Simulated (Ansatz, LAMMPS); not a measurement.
# Localised basis functions on aqueous K+ and SO4 2-, 5.3 mol of salt per kg of water at 280 K (154 atoms)

Aim: test how closely localised support functions follow the reference on aqueous K+ and SO4 2-, 5.3 mol of salt per kg of water at 280 K (154 atoms), and at what cost. A setting counts as converged where the r.m.s. difference of forces stays under 1 % of the r.m.s. force.

Program: Ansatz 0.2.0. Level of theory: Kohn-Sham DFT, r2SCAN+D4, PAW (set soft_2), plane waves. Results are calculated unless marked as measured.

## Step 1: The starting structure

The cell holds 154 atoms: 58 O, 4 S, 84 H and 8 K. Its edges and angles: a = 11.429 Å, b = 11.429 Å, c = 11.429 Å, α = 90.0°, β = 90.0°, γ = 90.0°. 42 H2O, 8 K+, 4 SO4 2- placed at random, at 1.62 g/cm³; overlaps pushed apart, then 10 ps at 420 K with Joung-Cheatham ions (J. Phys. Chem. B 112, 9020 (2008)); MMFF94 bonds, angles, torsions, charges and radii (Halgren, J. Comput. Chem. 17, 490 (1996)) in harmonic and 12-6 forms; SPC/E water (Berendsen, Grigera and Straatsma, J. Phys. Chem. 91, 6269 (1987)); charges of ions scaled by 0.85. Snapshot after 20 ps at 280 K and fixed volume.

Limits known from the start: The network of contacts between molecules at the start is that of the classical potential that made the cell, and needn't be the one that DFT or experiment would give. The concentration wasn't checked against solubility and may exceed it. The density was typed from a rule of thumb and may lie off the real one at this temperature. Only the Γ point is sampled, in a cell whose shortest periodic width is 11 Å.

## Step 2: How the cell was made

A classical potential supplies the starting structure, since it reaches far longer times than DFT.

This step: classical MD, Joung-Cheatham ions (J. Phys. Chem. B 112, 9020 (2008)); MMFF94 bonds, angles, torsions, charges and radii (Halgren, J. Comput. Chem. 17, 490 (1996)) in harmonic and 12-6 forms; SPC/E water (Berendsen, Grigera and Straatsma, J. Phys. Chem. 91, 6269 (1987)); charges of ions scaled by 0.85 (LAMMPS 22 Jul 2025 - Update 4).

Input file in.lmp:

```
# aqueous K+ and SO4 2-, 5.3 mol of salt per kg of water
units real
atom_style full
boundary p p p
bond_style harmonic
angle_style harmonic
dihedral_style opls
improper_style harmonic
special_bonds lj 0 0 0.5 coul 0 0 0.75
read_data data.lmp
neigh_modify delay 0 every 1 check yes one 4000
comm_modify cutoff 12.0
timestep 0.5
thermo_style custom step time temp pe press density
thermo_modify norm yes
# push overlapping molecules apart
pair_style soft 2.6
pair_coeff * * 0.0
variable a equal ramp(1,60)
fix ad all adapt 1 pair soft a * * v_a
velocity all create 420 370922 mom yes dist gaussian
fix lim all nve/limit 0.03
fix lan all langevin 420 420 50 370923 zero yes
thermo 1000
run 3000 post no
unfix ad
pair_style lj/cut/coul/long 9.0
pair_modify mix arithmetic tail yes
pair_coeff 1 1 0.0763 3.0960   # O
pair_coeff 2 2 0.2681 3.4180   # S
pair_coeff 3 3 0.1553 3.1660   # O
pair_coeff 4 4 0.0000 1.0000   # H
pair_coeff 5 5 0.4297 2.8384   # K
kspace_style pppm 1.0e-4
# [... 18 lines left out ...]
compute msd all msd com yes
thermo 5000
fix md all nvt temp 280 280 100
run 20000 post no
print "== T280: mean square displacement over the hold $(c_msd[4]:%.2f) A^2"
unfix md
uncompute msd
write_dump all custom T280.dump id type xs ys zs modify sort id
```

Run with:

```
$ lmp -in in.lmp -log none -nocite
```

Numbers of over 12 decimals in the logs are rounded to 6 here.

What it wrote:

```text
LAMMPS (22 Jul 2025 - Update 4)
Reading data file ...
  orthogonal box = (0 0 0) to (11.42875 11.42875 11.42875)
  154 atoms
  orthogonal box = (0 0 0) to (11.42875 11.42875 11.42875)
  100 bonds
  66 angles
   Step          Time           Temp          PotEng         Press         Density
         0   0              420            0.99285309    -3051.5842      1.6169994
      1000   500            395.07653      1.9590257      51807.637      1.6169994
      2000   1000           372.58743      1.7041024      51481.445      1.6169994
      3000   1500           403.94916      1.727121       68027.019      1.6169994
[... 29 lines left out ...]
Loop time of 5.49121 s on 1 MPI rank(s) for 10000 steps with 154 atoms
   Step          Time           Temp          PotEng         Press         Density
[... 4 lines left out ...]
Loop time of 2.6683 s on 1 MPI rank(s) for 5000 steps with 154 atoms
   Step          Time           Temp          PotEng         Press         Density
[... 2 lines left out ...]
     25000   24000          252.8452      -11.225611      1516.3384      1.6169994
     30000   29000          247.82278     -11.354245      2917.6143      1.6169994
     35000   34000          340.04356     -11.303526      4401.8319      1.6169994
     37000   36000          271.07083     -11.357018     -729.95402      1.6169994
Loop time of 10.5152 s on 1 MPI rank(s) for 20000 steps with 154 atoms
== T280: mean square displacement over the hold 5.22 A^2
```

Wall time 20 s (1 thread of Arm Neoverse V2, shared host); peak memory 0.13 GiB.

The input also reads data.lmp (atoms, bonds and types; not printed here).

## Step 3: Plane-wave single point

This run is the reference for what follows, at a cutoff of 500 eV.

Input file input.yaml:

```yaml
crystal:
  lattice:
    - [11.42875, 0.0, 0.0]
    - [0.0, 11.42875, 0.0]
    - [0.0, 0.0, 11.42875]
  atoms:
    - { symbol: O, position: [0.86976, 0.35829, 0.13926] }
    - { symbol: S, position: [0.79122, 0.447, 0.1825] }
    - { symbol: O, position: [0.73818, 0.41028, 0.28806] }
    - { symbol: O, position: [0.85552, 0.55168, 0.20394] }
    - { symbol: O, position: [0.69656, 0.46896, 0.10156] }
    - { symbol: O, position: [0.33468, 0.52551, 0.56369] }
    - { symbol: S, position: [0.22934, 0.4649, 0.59971] }
    - { symbol: O, position: [0.1725, 0.5203, 0.69856] }
    - { symbol: O, position: [0.14697, 0.45418, 0.50455] }
    - { symbol: O, position: [0.26199, 0.35115, 0.63693] }
    - { symbol: O, position: [0.40816, 0.75503, 0.74402] }
    - { symbol: S, position: [0.42214, 0.87331, 0.7018] }
    - { symbol: O, position: [0.53472, 0.91382, 0.74834] }
    - { symbol: O, position: [0.42299, 0.8654, 0.57389] }
    - { symbol: O, position: [0.32976, 0.94926, 0.74264] }
    - { symbol: O, position: [0.81194, 0.37128, 0.75965] }
    - { symbol: S, position: [0.83589, 0.24689, 0.73948] }
    - { symbol: O, position: [0.73103, 0.17967, 0.74093] }
    - { symbol: O, position: [0.88372, 0.24318, 0.62386] }
    - { symbol: O, position: [0.91422, 0.20238, 0.82778] }
    - { symbol: O, position: [0.06527, 0.98117, 0.1145] }
    - { symbol: H, position: [0.107, 0.99232, 0.0384] }
    - { symbol: H, position: [0.08901, 0.90474, 0.14986] }
    - { symbol: O, position: [0.63164, 0.99883, 0.92343] }
    - { symbol: H, position: [0.71134, 0.9628, 0.92588] }
    - { symbol: H, position: [0.59501, 0.98333, 0.8455] }
    - { symbol: O, position: [0.31868, 0.46299, 0.0159] }
    - { symbol: H, position: [0.36762, 0.44044, 0.08483] }
    - { symbol: H, position: [0.34695, 0.5393, 0.98377] }
    - { symbol: O, position: [0.08087, 0.23865, 0.48757] }
    - { symbol: H, position: [0.00217, 0.23183, 0.52518] }
    - { symbol: H, position: [0.10387, 0.32296, 0.48314] }
    [... 116 atom lines left out ...]
    - { symbol: K, position: [0.27421, 0.2259, 0.96387] }
    - { symbol: K, position: [0.02631, 0.16506, 0.23824] }
    - { symbol: K, position: [0.46724, 0.49773, 0.74952] }
    - { symbol: K, position: [0.06406, 0.4888, 0.11903] }
    - { symbol: K, position: [0.84314, 0.65584, 0.40038] }
    - { symbol: K, position: [0.94632, 0.73855, 0.85057] }
kpoints:
  mp_grid: { grid: [1, 1, 1] }
hamiltonian:
  xc: r2scan
  dispersion: d4
scf:
  occupations: { method: fixed }
output:
  forces: true
  stress: true
  populations: true
  dos:
    method: { smearing: { sigma: 0.1 } }
    de: 0.1
    projected: { site_lists: { H: [H], K: [K], O: [O], S: [S] } }
  eigenvalues: true
  write_density: true
  write_potential: true
  volumetric_format: npy
```

Run with:

```
$ ansatz run input.yaml --threads 8 --pin off --max-ram 15872MiB --backend cpu --events-out ev --progress --plain --runs-dir out
```

What it wrote:

```text
Engine: ansatz 0.2.0, aarch64-unknown-linux-gnu
Pseudopotentials: kind: paw
Pseudopotential: O, paw, valence charge 6, recommended cutoff 500 eV (meta_gga), O.paw.azcp
Pseudopotential: S, paw, valence charge 6, recommended cutoff 500 eV (meta_gga), S.paw.azcp
Pseudopotential: H, paw, valence charge 1, recommended cutoff 500 eV (meta_gga), H.paw.azcp
Pseudopotential: K, paw, valence charge 9, recommended cutoff 500 eV (meta_gga), K.paw.azcp
Functional definition: r2SCAN
  parameter k0 = 0.174
  parameter k1 = 0.065
  parameter a1 = 4.9479
  exchange = r2scan_x(k0 = k0, k1 = k1, a1 = a1)
  correlation = r2scan_c
Crystal: 154 atoms, lattice volume = 1492.781 Å³
Basis set: ecut = 500 eV, 37993 PW (Γ), exchange–correlation on 360×360×360 points (64 copies of the dense FFT grid, shifted against one another)
Bands: 418, of which v1, the nominal top of the filled ones, is band 264 counted from 1 (263 counted from 0)
Symmetry: 1 space group operations
Space group: P1 (ITA 1), of the structure as read, at distance tolerance 1.1e-4 Å
k-points: 1
Non-local potential: O, projectors of the file, l = 0: 2, l = 1: 2, l = 2: 1
Non-local potential: S, projectors of the file, l = 0: 2, l = 1: 2, l = 2: 2
Non-local potential: H, projectors of the file, l = 0: 2, l = 1: 1
Non-local potential: K, projectors of the file, l = 0: 3, l = 1: 2, l = 2: 2
PAW form: soft (Blöchl's): semilocal exchange-correlation on the pseudo side does not see the compensation charge
PAW frozen core: O, regenerated for the run's functional (the file was generated under x = pbe(κ = 0.804, μ = 0.219515), c = pbe(β = 0.066725))
PAW frozen core: S, regenerated for the run's functional (the file was generated under x = pbe(κ = 0.804, μ = 0.219515), c = pbe(β = 0.066725))
PAW frozen core: K, regenerated for the run's functional (the file was generated under x = pbe(κ = 0.804, μ = 0.219515), c = pbe(β = 0.066725))
PAW one-centre angular grid: O, 302 points (default); XC on 160 Gauss nodes
PAW one-centre angular grid: S, 302 points (default); XC on 160 Gauss nodes
PAW one-centre angular grid: H, 302 points (default); XC on 160 Gauss nodes
PAW one-centre angular grid: K, 302 points (default); XC on 160 Gauss nodes
Initial density: superposition of atomic densities (neutral atoms: chi_scale 0, normalization atom), corrected by the library's trained network
Initial wavefunctions: pseudopotential atomic-orbital guess
Functional: x = r2scan, c = r2scan; τ floored in thin density (d = 2e-4 eV/Å³)
SCF iter   1: F=—  HF=-50309.857662 eV  |F-HF|=—  |Δ(HF+E_count)|=         —  Δρ=6.85e-3  dr2=7.55e-1  dr2_τ=8.34e0  ethr=1.77e-3  ⟨swp⟩=5.0  Hψ=1627  notcnv=0  defer=147
preconditioner: auto → Resta (q_TF=auto, 2.294 Å⁻¹)  ε∞=2.3  [insulator: Δε(μ)=5.171 eV  Ē_g=18.780 eV  n_scr=304 (ndim 8)  ℏωp=21.6 eV  f_vac=0.177  ε∞_Penn≈2.3]
SCF iter   2: F=—  HF=-50308.556032 eV  |F-HF|=—  |Δ(HF+E_count)|=    1.30e0  Δρ=3.81e-3  dr2=1.00e-1  dr2_τ=2.26e-2  ethr=1.43e-4  ⟨swp⟩=3.0  Hψ=746  notcnv=0  defer=152
SCF iter   3: F=—  HF=-50308.556194 eV  |F-HF|=—  |Δ(HF+E_count)|=   1.61e-4  Δρ=1.34e-3  dr2=2.06e-2  dr2_τ=1.94e-3  ethr=1.90e-5  ⟨swp⟩=3.0  Hψ=480  notcnv=0  defer=152
SCF iter   4: F=—  HF=-50308.561425 eV  |F-HF|=—  |Δ(HF+E_count)|=   5.23e-3  Δρ=3.07e-4  dr2=1.23e-3  dr2_τ=2.27e-4  ethr=3.90e-6  ⟨swp⟩=3.0  Hψ=530  notcnv=0  defer=152
SCF iter   5: F=—  HF=-50308.561609 eV  |F-HF|=—  |Δ(HF+E_count)|=   1.84e-4  Δρ=1.30e-4  dr2=2.21e-4  dr2_τ=2.97e-5  ethr=2.33e-7  ⟨swp⟩=2.0  Hψ=527  notcnv=0  defer=152
SCF iter   6: F=—  HF=-50308.561672 eV  |F-HF|=—  |Δ(HF+E_count)|=   6.26e-5  Δρ=5.49e-5  dr2=3.70e-5  dr2_τ=5.54e-6  ethr=4.19e-8  ⟨swp⟩=2.0  Hψ=527  notcnv=0  defer=147
SCF iter   7: F=—  HF=-50308.565380 eV  |F-HF|=—  |Δ(HF+E_count)|=   3.71e-3  Δρ=1.37e-5  dr2=2.60e-6  dr2_τ=3.20e-7  ethr=7.00e-9  ⟨swp⟩=2.0  Hψ=669  notcnv=0  defer=147
SCF iter   8: F=—  HF=-50308.565382 eV  |F-HF|=—  |Δ(HF+E_count)|=   1.99e-6  Δρ=7.27e-6  dr2=5.92e-7  dr2_τ=9.50e-8  ethr=4.93e-10  ⟨swp⟩=3.0  Hψ=534  notcnv=0  defer=147
SCF iter   9: F=-50308.565382 eV  HF=-50308.565382 eV  |F-HF|=3.89e-8  |Δ(HF+E_count)|=   1.03e-7  Δρ=1.55e-6  dr2=3.22e-8  dr2_τ=3.38e-9  ethr=1.89e-11  ⟨swp⟩=23.0  Hψ=4519  notcnv=0
SCF 1 converged in 9 iterations: F = -50308.565382 eV  dr2 = 3.22e-8
  greatest PAW one-centre occupation: 0.989 electrons in one spin orbital (limit 2), on the K atom at site 153 (counted from 0), in its partial waves of l = 0
SCF converged after 9 iterations
Free energy (F): -50308.565382 eV
Harris-Foulkes:  -50308.565382 eV  (|F-HF|=3.89e-8)
Internal energy: -50308.565382 eV  (E = F + TS)
E sigma→0 (E₀):  -50308.565382 eV
Fermi energy:    -0.260989 eV
--- Per-component energies (eV) ---
  E_band       = -4802.752158
  E_kinetic    = 13942.868733
  E_local      = -38413.821960  (includes V_loc(G=0)·N_el)
  E_nonlocal   = 3108.132602
  E_hartree    = 13767.747150
  E_xc         = -6434.256325
  E_vxc        = -9102.238949  (∫ρ·V_xc dr)
  E_paw        = -18105.206469  (= ΣΔE_a)
  E_vpaw       = -2475.416261  (= ΣTr[D̂ρ^β])
  E_aug_tail   = 0.024946  (compensation charges beyond the density's cutoff)
  E_vtau       = 602.211873  (kinetic-family band-sum trace: ∫τ·v_τ [+ j·A + Jᵃ·Aᵃ] dr)
  E_ewald      = -18166.692800
  E_disp       = -3.500137  (pairwise vdW)
  E_core_change = -3.861121  (= ΣΔE_core)
  E_smearing   = -0.000000  (= −TS)
  E_closure    = 0.000000  (closes the sum)
  Σ components = -50308.565382   (vs F -50308.565382, Δ=0.00e0)
--- Forces (eV/Å), atoms counted from 1 ---
  atom   1  O      0.90855698    -1.81249058    -1.03586109
  atom   2  S      0.00665406    -0.33680292     0.00199524
  atom   3  O     -1.39966784    -1.31730151     3.78531348
  atom   4  O      1.44745500     2.48418898     0.29784934
  atom   5  O     -1.52167360     0.73223556    -2.12659621
  atom   6  O      1.08684857     0.35320394    -0.41675360
  atom   7  S     -0.07012166     1.29682838     1.71496181
  atom   8  O     -0.13548610     1.10423926     0.18141487
  atom   9  O     -0.69515653     0.18312206    -2.33429105
  atom  10  O      1.21276292    -3.60956535     1.04563799
  atom  11  O     -0.63344032    -1.83149013     0.47739362
  atom  12  S      1.20360637    -1.41618327    -0.44037132
  atom  13  O      0.56786409     0.82321305    -0.74604760
  atom  14  O      0.45405393     1.36273493    -0.69633614
[...]
atom 153  K      0.25251007     0.35557008     0.38618669
  atom 154  K      0.14800307     0.05046582     0.17759121
  max |Σ_I F_I| component: 1.81e-4 eV/Å
--- Stress (GPa, compression-positive) ---
       -0.316556      -0.046018       0.066019
       -0.046020       0.307125      -0.418992
        0.066022      -0.418989       0.320602
  P = ⅓ Tr σ = 0.1037 GPa (1.037 kbar)
--- Band table (eV) ---
  k-point 0: bands = ["-29.4881", "-29.1990", "-28.9555", "-28.7814", [... 402 levels ...], "12.9195", "12.9618", "12.9932", "13.0108", "13.0823", "13.0949", "13.1390", "13.1978", "13.2286", "13.2581", "13.2964", "13.3345"]
--- Löwdin populations: 154 sites ---
  site symbol       q [e]
     0      O      6.8635
     1      S      3.3447
     2      O      6.8273
[...]
153      K      8.1520
  spilling = 0.011493 (of n_electrons = 528.000000)
```

The job ended after 33 s (8 threads of Arm Neoverse V2, shared host; peak memory 4.5 GiB).

In the SCF lines HF is the Harris–Foulkes energy and dr2 the Hartree energy of the density residual, in eV; the loop may stop once dr2 is under the threshold and the program's other checks hold. Hψ counts applications of the Hamiltonian.

Numbers from this run:

```yaml
free_energy: -50308.5654 eV
free_energy_per_atom: -326.6790 eV/atom
scf_cycles: 9
pressure: 0.1037 GPa
r_m_s_force_component: 0.8233 eV/Å
longest_force: 4.245 eV/Å
fermi_energy: -0.261 eV
spacing_of_highest_filled_and_lowest_empty_level: 5.002 eV
spilling_of_the_projection: 0.01149
```

Neighbours are counted within 1.21 Å (H-O), 3.58 Å (O-K), 1.88 Å (O-S).

Length of the force by element and coordination:

| element | coordination | atoms | mean length of the force (eV/Å) | spread | least | most |
| --- | --- | --- | --- | --- | --- | --- |
| H | all | 84 | 1.35 | 0.337 | 0.411 | 1.89 |
| K | all | 8 | 0.554 | 0.273 | 0.165 | 1.08 |
| K | 6 | 1 | 0.165 | 0 | 0.165 | 0.165 |
| K | 7 | 1 | 0.237 | 0 | 0.237 | 0.237 |
| K | 8 | 1 | 0.778 | 0 | 0.778 | 0.778 |
| K | 9 | 3 | 0.758 | 0.229 | 0.583 | 1.08 |
| K | 10 | 1 | 0.508 | 0 | 0.508 | 0.508 |
| K | 11 | 1 | 0.466 | 0 | 0.466 | 0.466 |
| O | all | 58 | 1.27 | 0.843 | 0.228 | 4.25 |
| O | 1 | 3 | 2.18 | 0.679 | 1.25 | 2.85 |
| O | 2 | 18 | 1.61 | 0.934 | 0.486 | 4.25 |
| O | 3 | 20 | 1.16 | 0.821 | 0.228 | 3.95 |
| O | 4 | 15 | 0.935 | 0.417 | 0.422 | 2.28 |
| O | 5 | 2 | 0.373 | 0.104 | 0.268 | 0.477 |
| S | all | 4 | 1.62 | 0.745 | 0.337 | 2.15 |

Löwdin charges by element and coordination (they lack the spilled electrons, 0.039 e an atom on average):

| element | coordination | atoms | mean charge (e) | spread | least | most |
| --- | --- | --- | --- | --- | --- | --- |
| H | all | 84 | 0.385 | 0.0103 | 0.364 | 0.410 |
| K | all | 8 | 0.851 | 0.004 | 0.847 | 0.858 |
| K | 6 | 1 | 0.849 | 0 | 0.849 | 0.849 |
| K | 7 | 1 | 0.848 | 0 | 0.848 | 0.848 |
| K | 8 | 1 | 0.851 | 0 | 0.851 | 0.851 |
| K | 9 | 3 | 0.854 | 0.0043 | 0.848 | 0.858 |
| K | 10 | 1 | 0.849 | 0 | 0.849 | 0.849 |
| K | 11 | 1 | 0.847 | 0 | 0.847 | 0.847 |
| O | all | 58 | -0.752 | 0.0461 | -0.864 | -0.659 |
| O | 1 | 3 | -0.787 | 0.0193 | -0.802 | -0.760 |
| O | 2 | 18 | -0.762 | 0.0549 | -0.838 | -0.659 |
| O | 3 | 20 | -0.732 | 0.0403 | -0.848 | -0.660 |
| O | 4 | 15 | -0.757 | 0.0373 | -0.864 | -0.695 |
| O | 5 | 2 | -0.771 | 9.0e-4 | -0.772 | -0.770 |
| S | all | 4 | 2.63 | 0.0166 | 2.61 | 2.66 |

Density of states as counts of states in windows of 1 eV (from the Fermi level), total and the larger projections:

| from (eV) | to (eV) | total | O p | H s | K p |
| --- | --- | --- | --- | --- | --- |
| -18 | -13 | 0.0 | 0.0 | 0.0 | 0.0 |
| -13 | -12 | 2.5 | 0.0 | 0.0 | 2.5 |
| -12 | -11 | 36.2 | 0.5 | 0.1 | 35.4 |
| -11 | -10 | 13.0 | 1.9 | 0.5 | 9.2 |
| -10 | -9 | 4.3 | 2.0 | 0.5 | 0.1 |
| -9 | -8 | 13.7 | 8.8 | 3.0 | 0.1 |
| -8 | -7 | 37.2 | 25.1 | 9.4 | 0.1 |
| -7 | -6 | 40.9 | 28.1 | 9.2 | 0.1 |
| -6 | -5 | 16.4 | 11.4 | 2.3 | 0.0 |
| -5 | -4 | 22.0 | 18.0 | 1.7 | 0.0 |
| -4 | -3 | 48.3 | 41.3 | 2.5 | 0.1 |
| -3 | -2 | 49.5 | 44.3 | 1.3 | 0.1 |
| -2 | -1 | 57.9 | 56.1 | 0.3 | 0.1 |
| -1 | 0 | 53.5 | 52.6 | 0.1 | 0.1 |
| 0 | 1 | 0.8 | 0.8 | 0.0 | 0.0 |
| 1 | 4 | 0.0 | 0.0 | 0.0 | 0.0 |
| 4 | 5 | 1.2 | 0.0 | 0.4 | 0.0 |

With fixed occupations the program's Fermi level is the highest filled level; weight inside the gap is the broadening of levels at its edges.

Between -26 and -18 eV lie 116 more states.

The levels nearest the highest filled one (over half full), pooled over k-points and spins:

| level less the highest filled one (eV) | occupation |
| --- | --- |
| -0.384 | 2 |
| -0.319 | 2 |
| -0.269 | 2 |
| -0.218 | 2 |
| -0.128 | 2 |
| 0 | 2 |
| 5.00 | 0 |
| 6.28 | 0 |
| 6.51 | 0 |
| 6.56 | 0 |
| 6.68 | 0 |
| 6.79 | 0 |

Valence density in the ac plane at fractional y = 0.232, with atoms of S and O and H and K within 0.2 Å of it. It is the smooth field of the valence electrons, not physical close to the nuclei.

Values in e/Å³, 13 rows by 16 columns, each cell a mean:
```
1.6 0.4 0.1 1.5 3.7 1.6 0.1 0.0 0.0 0.0 0.8 2.2 0.8 0.1 0.1 0.5
0.2 0.1 0.1 0.3 0.7 0.3 0.0 0.1 0.0 0.0 0.1 0.1 0.1 0.3 1.6 0.9
0.3 1.0 2.1 0.5 0.0 0.0 0.1 0.4 0.2 0.1 0.1 0.5 0.7 1.0 3.0 1.4
0.1 0.6 1.6 0.6 0.0 0.0 0.1 0.2 0.1 0.0 0.2 1.2 1.5 0.9 1.0 0.2
0.0 0.0 0.1 0.1 0.1 0.0 0.2 0.9 0.5 0.0 0.0 0.1 0.3 2.3 4.2 0.6
0.5 0.7 0.2 0.0 0.0 0.1 0.8 2.7 0.6 0.0 0.0 0.0 0.1 0.9 1.8 0.4
2.0 5.2 1.0 0.0 0.0 0.0 0.2 0.5 0.1 0.0 0.0 0.1 0.5 1.3 0.2 0.2
0.4 1.0 0.2 0.0 0.0 0.0 0.0 0.1 0.1 0.0 0.0 0.2 2.7 4.1 0.4 0.1
0.1 0.1 0.0 0.1 0.1 0.0 0.0 0.1 0.3 0.3 0.0 0.1 0.6 0.8 0.1 0.0
0.9 0.4 0.1 0.2 0.2 0.0 0.0 0.1 0.1 0.1 0.1 0.0 0.0 0.0 0.0 0.3
0.5 0.2 0.0 0.0 0.0 0.0 0.4 1.3 0.3 0.0 0.0 0.0 0.0 0.0 0.0 0.2
0.3 0.2 0.0 0.0 0.0 0.1 1.5 2.9 0.4 0.0 0.1 0.2 0.1 0.0 0.0 0.1
3.1 1.2 0.1 0.5 1.5 0.6 0.3 0.4 0.1 0.1 1.1 2.9 1.0 0.0 0.0 0.5
```
Columns run along a (11.4 Å), rows up along c (11.4 Å). Atoms in or near the plane, at fractional coordinates: S at (0.84, 0.74), O at (0.88, 0.62), O at (0.08, 0.49), H at (0.00, 0.53), H at (0.49, 0.63), H at (0.00, 0.94), H at (0.48, 0.19), O at (0.81, 0.41), H at (0.83, 0.49), K at (0.27, 0.96).

(Continued in part 2 of 2.)

[Logs are printed without paths, hosts, clocks, repeated set-up lines and the standing remarks that a program may print on its own settings, such as how far it seeks lower states.]

[Hosts, paths, dates, database ids (printed as entryN), source tags and the programs' standing remarks are cut or masked in the printed files.]

[The MMFF94 radii named for the starting cell were scaled by 0.96; in molecules described by MMFF94, hydrogen bound to N, O or S took a small fixed 12-6 site in their place.]
